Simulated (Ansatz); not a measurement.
## The Hf2COF MXene monolayer between two gates: cost of one run

Ansatz 0.2.0; plane-wave DFT, PBEsol-D3(BJ), Ansatz PAW. The cell holds 5 atoms.

Input file input.yaml:

```yaml
crystal:
  lattice:
    - [3.2103176498, 0.0, 0.0]
    - [-1.6051588249, 2.780216639, 0.0]
    - [0.0, 0.0, 39.692385805]
  atoms:
    - { symbol: F, position: [0.3333333333, 0.6666666667, 0.4383712303] }
    - { symbol: Hf, position: [0.6666666667, 0.3333333333, 0.4716199253] }
    - { symbol: C, position: [0.0, 0.0, 0.501903317] }
    - { symbol: Hf, position: [0.3333333333, 0.6666666667, 0.5370736329] }
    - { symbol: O, position: [0.6666666667, 0.3333333333, 0.5616287697] }
  periodic: [true, true, false]
  symmetry: { detect: true }
total_charge: -0.004462
kpoints:
  mp_grid: { grid: [54, 54, 1] }
hamiltonian:
  xc: pbesol
  dispersion: d3bj
scf:
  occupations: { method: fermi_dirac, width: 0.02585 }
  convergence: { dr2_threshold: 1.0e-10 }
output:
  forces: true
  eigenvalues: true
  write_potential: true
  write_density: true
  volumetric_format: npy
external_charges:
  - { charge: 0, barrier: 10, axis: 3, height: 25.792, sigma: 0.25 }
  - { charge: 0.002231, axis: 3, height: 27.292, sigma: 0.5 }
  - { charge: 0, barrier: 10, axis: 3, height: 13.9, sigma: 0.25 }
  - { charge: 0.002231, axis: 3, height: 12.4, sigma: 0.5 }
```

On the command line:

```console
$ ansatz run input.yaml --threads 8 --pin off --max-ram 12288MiB --backend cpu --events-out ev --progress --plain --runs-dir out
```

The cutoff in use is 420 eV. For reference, a run of the same kind (5 atoms, 271 k-points, 48 bands, 7,793 plane waves and two spins; 13 SCF cycles) took 5.4 min and 5.8 GiB on the same hardware.

What time and memory should one allow on 8 threads of Intel Xeon Platinum 8259CL at 2.50GHz (Skylake/Cascade Lake), shared host?

A cutoff of 420 eV is a sphere of radius 10.5 Å⁻¹, so a cell of 354 Å³ holds about V·G³/6π² = 6,924 plane waves. At two electrons a band, the 69 electrons need 35 bands, and 7 more are carried. Symmetry cuts the 54×54×1 mesh from 2916 to 271 points. The run has 271 k-points, 42 bands and 6,997 plane waves. Taking the work of a cycle as k-points × spins × bands × plane waves, that is 0.39 times the reference, or 2.1 min at the reference's 13 cycles. The run needed as many. One copy of the wavefunctions takes 1.2 GiB at 16 bytes a coefficient, against 3 GiB in the reference; grids, projectors and work arrays come on top. Measured: about 2.1 min, with a peak of 2.9 GiB. The estimate holds within 25 %.

[Logs are printed without paths, hosts, clocks, repeated set-up lines and the standing remarks that a program may print on its own settings, such as how far it seeks lower states.]

[Hosts, paths, dates, database ids (printed as entryN), source tags and the programs' standing remarks are cut or masked in the printed files.]

[Maps of the electrostatic potential energy from Ansatz leave out the sawtooth potential of an applied field or a dipole correction, so their vacuum need not be flat; planar profiles and work functions include it.]
